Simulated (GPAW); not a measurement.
# Dielectric function and optical constants of Sb

Aim: the dielectric function of Sb, and the optical constants that follow from it.

Method: DFT, PBE, plane-wave PAW (GPAW data sets), scalar-relativistic, RPA, optical limit, in GPAW 26.7.0.

## (1) The structure

It takes space group R-3m (No. 166, trigonal). Conventional cell: a = 4.308 Å, b = 4.308 Å, c = 11.274 Å, α = 90.00°, β = 90.00°, γ = 120.00°. Nearest to Sb lie 3 Sb at 2.91 Å.

Structure file:

```cif
data_structure
_symmetry_space_group_name_H-M 'P 1'
_symmetry_Int_Tables_number 1
_cell_length_a 4.5067
_cell_length_b 4.5067
_cell_length_c 4.5067
_cell_angle_alpha 57.110
_cell_angle_beta 57.110
_cell_angle_gamma 57.110
_cell_volume 60.41
loop_
_atom_site_label
_atom_site_type_symbol
_atom_site_fract_x
_atom_site_fract_y
_atom_site_fract_z
_atom_site_occupancy
Sb1 Sb 0.76651 0.76651 0.76651 1
Sb2 Sb 0.23349 0.23349 0.23349 1
```

## (2) Bands for the response

The response needs many more empty bands than the density does.

This step: DFT, PBE, plane-wave PAW (GPAW data sets), scalar-relativistic, bands at fixed density (GPAW 26.7.0).

The input, nscf.py:

```python
from ase.dft.bandgap import bandgap
from gpaw import GPAW, FermiDirac

calc = GPAW('gs.gpw').fixed_density(kpts={'size': (12, 12, 12), 'gamma': True}, nbands=66, convergence={'bands': 60},
                                    occupations=FermiDirac(0.05), txt='nscf.txt')
print('gap (eV)', bandgap(calc, output=None)[0])
print('direct gap (eV)', bandgap(calc, direct=True, output=None)[0])
print('top band over the Fermi level (eV)', min(calc.get_eigenvalues(kpt=k)[59] for k in range(len(calc.get_ibz_k_points()))) - calc.get_fermi_level())
calc.write('full.gpw', mode='all')
```

Started as:

```sh
$ OMP_NUM_THREADS=1 python nscf.py
```

Numbers of over 12 decimals in the logs are rounded to 6 here.

What it wrote:

```text
Diagonalizing LCAO Hamiltonian
Converting LCAO to pw mode
convergence criteria:
- Maximum integral of absolute [eigenst]ate change: 4e-08 eV^2 / valence electron
maximum number of iterations: 150

SCF iterations
|iter     |      energy | eigst |  dens |
|iter:   1||             | +3.85 |       |
|iter:   2||             | +2.57 |       |
|iter:   3||             | +1.53 |       |
|iter:   4||             | +0.45 |       |
|iter:   5||             | -0.39 |       |
|iter:   6||             | -1.17 |       |
|iter:   7||             | -1.89 |       |
|iter:   8||             | -2.62 |       |
|iter:   9||             | -3.32 |       |
|iter:  10||             | -4.03 |       |
|iter:  11||             | -4.70 |       |
|iter:  12||             | -5.40 |       |
|iter:  13||             | -6.07 |       |
|iter:  14||             | -6.66 |       |
|iter:  15||             | -7.12 |       |
|iter:  16||             | -7.45c|       |
SCF steps: 16
  __  _  _
 | _ |_)|_||  |
 |__||  | ||/\| - 26.7.0

Versions:
  Python: 3.12.14
  ASE:    3.29.0
  Numpy:  2.5.5
  Scipy:  1.18.1
  Libxc:  7.0.0

Input parameters:
  mode=PW(ecut=500.0),
  convergence={'bands': 60},
  gpts=array([24, 24, 24]),
  kpts=MonkhorstPack(size=(12, 12, 12), gamma=True),
  maxiter=150,
  nbands=66,
  occupations=Occupations(name='fermi-dirac', width=0.05, fixmagmom=False),
  parallel={},
  xc=XC(name='PBE')

--- standard output ---
gap (eV) 0.0
direct gap (eV) 0.0
top band over the Fermi level (eV) 35.729257
```

It took 10 min on 1 thread of Arm Neoverse V1, shared host; peak memory 0.5 GiB.

## (3) Dielectric function, RPA

Transitions between filled and empty bands, summed over the zone, give the optical response, so mesh, band count and broadening shape it.

The induced potential is part of this response.

This step: DFT, PBE, plane-wave PAW (GPAW data sets), scalar-relativistic, RPA, optical limit (GPAW 26.7.0).

The input, df.py:

```python
from gpaw.response.df import DielectricFunction

df = DielectricFunction('full.gpw', frequencies={'type': 'nonlinear', 'domega0': 0.03, 'omega2': 8},
                        ecut=50,
                        eta=0.15,
                        nbands=60,
                        rate=0.05,
                        txt='df.txt')
for direction in ['x', 'z']:
    df.get_dielectric_function(xc='RPA', direction=direction, filename=f'df_{direction}.csv')
```

Started as:

```sh
$ OMP_NUM_THREADS=1 python df.py
```

What it wrote:

```text
Using integrator: PointIntegrator
NonLinearFrequencyDescriptor(from 0.000 to 71.584 eV, 508 points)
Nonperiodic BCs:  [False False False]
Using integrator: PointIntegrator
NonLinearFrequencyDescriptor(from 0.000 to 71.584 eV, 508 points)
Nonperiodic BCs:  [False False False]
Using integrator: PointIntegrator

Calculating chi0 body with:
    Ground state adapter containing:
    Number of spins: 1
    Number of kpoints: 1728
    Number of irreducible kpoints: 189
    Number of completely occupied states: 14
    Number of partially occupied states: 18

    Linear response parametrization:
    q_c: [0.0, 0.0, 0.0]
    Number of frequency points: 508
    Planewave cutoff: 50.0
    Number of bands: 60
    Number of planewaves: 59
    Broadening (eta): 0.15

Integrating chi0 body.

Symmetries of q_c:
    Direct symmetries (Uq -> q): 12
    Indirect symmetries (TUq -> q): 0
In total 12 allowed symmetries.

189 groups of equivalent kpoints. 89.0625% reduction.

Integral kind: spectral function

Calculating chi0 optical extensions with:
    Ground state adapter containing:
    Number of spins: 1
    Number of kpoints: 1728
    Number of irreducible kpoints: 189
    Number of completely occupied states: 14
    Number of partially occupied states: 18

    Linear response parametrization:
    Number of frequency points: 508
    Planewave cutoff: 50.0
    Number of bands: 60
    Number of planewaves: 59
    Broadening (eta): 0.15
Integrating chi0 head and wings.

Symmetries of q_c:
    Direct symmetries (Uq -> q): 12
    Indirect symmetries (TUq -> q): 0
In total 12 allowed symmetries.

189 groups of equivalent kpoints. 89.0625% reduction.

Integral kind: spectral function wings

Calculating drude chi0 with:
    Number of frequency points:508
    Plasma frequency decay rate: 0.05 eV

    Ground state adapter containing:
    Number of spins: 1
    Number of kpoints: 1728
    Number of irreducible kpoints: 189
    Number of completely occupied states: 14
    Number of partially occupied states: 18

Symmetries of q_c:
    Direct symmetries (Uq -> q): 12
    Indirect symmetries (TUq -> q): 0
In total 12 allowed symmetries.

189 groups of equivalent kpoints. 89.0625% reduction.

Integral kind: intraband
Plasma frequency:
[[1.  +0.j 0.  +0.j 0.  -0.j]
 [0.  +0.j 1.  +0.j 0.  -0.j]
 [0.  -0.j 0.  -0.j 2.74-0.j]]
```

Run time: 1.7 min. Hardware: 1 thread; peak memory 0.3 GiB.

Some rows of df_x.csv (energy; Re and Im without local fields; Re and Im with them):

```text
0.000000, 513.431872, 0.000000, 507.581118, 0.000000
0.460735, 94.064100, 65.266564, 87.595066, 62.517742
0.943989, 22.558666, 88.128638, 20.969064, 82.414248
1.451455, -13.745409, 59.369918, -11.886238, 55.677077
1.984998, -18.313421, 32.591760, -16.225935, 31.236994
2.546682, -15.642588, 15.731657, -14.882031, 15.658755
3.138794, -11.688915, 8.507611, -11.649567, 8.744065
3.763875, -6.357988, 4.862567, -6.653313, 4.714960
4.424758, -2.381080, 4.901914, -2.864983, 4.341553
5.124608, -3.282365, 7.817458, -2.693765, 6.778258
5.866977, -4.042464, 3.932935, -3.883137, 3.704260
6.655862, -2.539718, 3.839160, -2.261904, 3.096675
7.495775, -2.956791, 2.641242, -2.523082, 2.448320
8.391833, -2.354573, 1.692897, -2.048530, 1.623072
9.349861, -1.702790, 1.227577, -1.454559, 1.141814
10.376517, -1.195501, 0.891175, -1.001808, 0.802714
11.479449, -0.808780, 0.653188, -0.632327, 0.575487
12.667487, -0.545075, 0.469713, -0.369073, 0.457846
13.950874, -0.270157, 0.323732, -0.134544, 0.328100
```

Sum at mesh points, not converged in k. The Im ε by photon energy; read off at these points:

```csv
photon energy (eV),E ∥ x,E ∥ z
0.50,64.7,23.8
0.78,92.2,28.6
1.00,78.3,36.3
1.50,53.5,48.9
1.59,48.6,51.4
2.00,30.9,48.1
2.50,16.3,26.1
3.00,11.0,13.5
3.50,6.13,8.00
4.00,4.27,5.73
4.50,4.34,4.01
5.00,6.45,5.56
5.50,5.02,4.80
6.00,3.25,3.68
6.50,3.02,3.44
7.00,3.21,3.38
7.50,2.44,2.72
8.00,1.85,2.03
8.50,1.55,1.76
9.00,1.18,1.33
9.50,1.09,1.25
10.00,0.810,0.935
10.50,0.794,0.940
11.00,0.601,0.778
11.50,0.574,0.682
12.00,0.489,0.654
12.50,0.488,0.598
13.00,0.386,0.514
13.50,0.390,0.488
```

Values under 1 per cm are given as 1; sum at mesh points, not converged in k. The absorption coefficient by photon energy:

```csv
photon energy (eV),E ∥ x (1/cm),E ∥ z (1/cm)
0.492,1.6e5,1.2e5
1.010,5.7e5,2.8e5
1.486,8.8e5,6.0e5
1.985,1.0e6,9.8e5
2.508,1.1e6,1.3e6
3.018,1.2e6,1.3e6
3.510,1.1e6,1.2e6
3.980,9.8e5,1.1e6
4.516,8.8e5,9.7e5
4.981,1.0e6,1.1e6
5.515,1.3e6,1.2e6
6.021,1.3e6,1.2e6
6.494,1.2e6,1.2e6
6.985,1.3e6,1.3e6
7.496,1.3e6,1.4e6
8.026,1.3e6,1.3e6
8.516,1.3e6,1.3e6
9.023,1.3e6,1.3e6
9.483,1.2e6,1.3e6
10.026,1.2e6,1.2e6
10.519,1.1e6,1.2e6
11.029,1.1e6,1.1e6
11.479,1.0e6,1.1e6
12.023,9.3e5,1.0e6
12.504,9.1e5,1.0e6
13.000,8.4e5,9.5e5
13.512,7.6e5,9.4e5
```

Sum at mesh points, not converged in k. Table of reflectivity at normal incidence by photon energy; read off at these points:

```csv
photon energy (eV),E ∥ x (%),E ∥ z (%)
0.50,69.3,52.3
1.00,70.5,59.7
1.50,71.9,63.3
2.00,70.9,66.9
2.36,73.9,72.7
2.50,72.8,73.0
3.00,71.9,73.8
3.50,70.5,70.7
4.00,61.9,64.5
4.50,45.9,54.9
5.00,43.3,47.9
5.50,56.7,53.2
6.00,57.8,50.9
6.50,47.2,47.3
7.00,48.4,47.7
7.50,52.5,52.3
8.00,54.8,54.0
8.50,54.7,53.6
8.83,56.5,55.1
8.89,56.6,54.9
9.00,56.4,54.6
9.50,53.9,51.8
10.00,55.4,52.9
10.50,50.9,46.6
10.74,53.8,48.2
11.00,52.0,47.5
11.50,46.9,46.0
12.00,45.3,41.8
12.50,41.5,41.5
13.00,42.1,39.2
13.50,34.3,38.5
```

Sum at mesh points, not converged in k. Table of loss function −Im 1/ε at q → 0 by energy loss; read off at these points:

```csv
energy loss (eV),E ∥ x,E ∥ z
0.5,0.00563,0.0236
1.0,0.0121,0.0135
1.5,0.0176,0.0173
2.0,0.0253,0.0208
2.5,0.0318,0.0252
3.0,0.0398,0.0328
3.5,0.0558,0.0488
4.0,0.0996,0.0765
4.5,0.172,0.135
5.0,0.141,0.139
5.5,0.112,0.129
6.0,0.136,0.163
6.5,0.208,0.191
7.0,0.192,0.191
7.5,0.198,0.186
8.0,0.215,0.210
8.5,0.243,0.234
9.0,0.274,0.272
9.5,0.325,0.321
10.0,0.385,0.383
10.5,0.483,0.500
11.0,0.599,0.573
11.5,0.794,0.694
12.0,1.02,0.860
12.5,1.21,0.956
13.0,1.58,1.24
13.5,2.08,1.37
```

Sum at mesh points, not converged in k. Im ε, E ∥ x against photon energy; read off at these points:

```csv
photon energy (eV),without local fields,with local fields
0.50,67.9,64.7
0.78,98.7,92.2
1.00,84.1,78.3
1.50,57.0,53.5
2.00,32.2,30.9
2.50,16.3,16.3
3.00,10.7,11.0
3.50,6.17,6.13
4.00,4.54,4.27
4.50,4.98,4.34
5.00,7.67,6.45
5.50,5.29,5.02
6.00,3.52,3.25
6.50,3.73,3.02
7.00,3.65,3.21
7.50,2.64,2.44
8.00,1.98,1.85
8.50,1.62,1.55
9.00,1.24,1.18
9.50,1.13,1.09
10.00,0.858,0.810
10.50,0.845,0.794
11.00,0.667,0.601
11.50,0.650,0.574
12.00,0.548,0.489
12.50,0.504,0.488
13.00,0.402,0.386
13.50,0.400,0.390
```

From ε follow the optical constants at some laser and lamp lines:

```csv
wavelength (nm),n x,k x,R (%) x,1/α x,n z,k z,R (%) z,1/α z
1064,6.39,6.058,72.0,14 nm,6.53,3.447,61.9,25 nm
633,3.12,5.104,71.0,9.9 nm,4.95,4.778,66.0,11 nm
450,1.68,4.023,71.3,8.9 nm,1.98,4.589,73.6,7.8 nm
405,1.33,3.753,72.8,8.6 nm,1.47,4.096,74.3,7.9 nm
365,1.05,3.205,71.1,9.1 nm,1.26,3.487,70.9,8.3 nm
308,0.90,2.367,61.0,10 nm,1.04,2.742,64.3,8.9 nm
193,0.83,1.752,48.2,8.8 nm,0.94,1.835,47.2,8.4 nm
```

In reflection the computed colour is light grey: x = 0.308, y = 0.329, luminous reflectivity 72 %.

## (4) Summary of results

At this level (PBE, RPA) Sb is a metal. The mesh is too coarse to trust the carriers' weight, the reflectivity or the colour to better than tens of per cent. In reflection the computed colour is light grey: x = 0.308, y = 0.329, luminous reflectivity 72 %. The carriers' damping of 0.05 eV is typed, not computed; it shapes the response at the lowest energies. Spin-orbit coupling is left out although heavy atoms are present. GPAW's carrier term has the form −ωp²/(ω + i·rate)², which damps like twice the rate and fails at low energy, so the curves leave the lowest energies out. The sum runs over mesh points 0.15 Å⁻¹ apart with no interpolation, so peaks are partly noise of the mesh, and the Drude plasma energy, a sum over the Fermi surface, isn't converged.

[Machine, clock and banner lines and Python warnings are left out of the logs.]

[Logs are printed without paths, hosts, clocks, repeated set-up lines and the standing remarks that a program may print on its own settings, such as how far it seeks lower states.]

[Hosts, paths, dates, database ids (printed as entryN), source tags and the programs' standing remarks are cut or masked in the printed files.]
